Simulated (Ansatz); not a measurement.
G0W0 rungs for GaAs (F-43m).

```cif
data_structure
_symmetry_space_group_name_H-M 'P 1'
_symmetry_Int_Tables_number 1
_cell_length_a 3.9978
_cell_length_b 3.9978
_cell_length_c 3.9978
_cell_angle_alpha 60.000
_cell_angle_beta 60.000
_cell_angle_gamma 60.000
_cell_volume 45.18
loop_
_atom_site_label
_atom_site_type_symbol
_atom_site_fract_x
_atom_site_fract_y
_atom_site_fract_z
_atom_site_occupancy
Ga1 Ga 0.00000 0.00000 0.00000 1
As2 As 0.25000 0.25000 0.25000 1
```

The cell and positions come from the Crystallography Open Database and are kept as given unless a step says otherwise. PAW set soft_1, made with PBE.

Runs so far (Ansatz 0.2.0, start PBE, default PAW files, 6×6×6 mesh). Times are wall times on 1 × NVIDIA H100 80GB HBM3 (shared by 6 runs) with 3 threads of AMD EPYC 7R13 (Zen 3), shared host, good to a factor of about two.

| bands summed | cutoff (eV) | gap on the mesh (eV) | time |
| --- | --- | --- | --- |
| 61 | 60 | 1.348 | 21 s |
| 148 | 120 | 1.285 | 21 s |

Q: What should the next rung give, with 304 bands and screening to 200 eV, and where is the limit?

The error falls about as one over the bands when the cutoff rises with them. A line through the two highest rungs given predicts 1.262 eV; the run gave 1.197 eV, a miss of 0.065 eV, so the law fails here: the steps don't follow it yet. The two highest rungs put the limit near 1.114 eV, the pair below near 1.240 eV; neither can be trusted until a further rung is run.

Gaps are over the mesh's points; an edge off the mesh would be missed. Limits: not at the basis limit; mesh may overstate the screening; no spin-orbit coupling; coarse k mesh.

[Paths, hosts, dates, memory and timing lines, banners, echoed tables and standing remarks are left out of the program output.]

[Logs are printed without paths, hosts, clocks, repeated set-up lines and the standing remarks that a program may print on its own settings, such as how far it seeks lower states.]

[Runs of the session that timed out or met a known fault of the program may be left out.]

[Cells called generated may have been cut or substituted from an entry of the Crystallography Open Database or the Materials Project.]

[Hosts, paths, dates, database ids (printed as entryN), source tags and the programs' standing remarks are cut or masked in the printed files.]
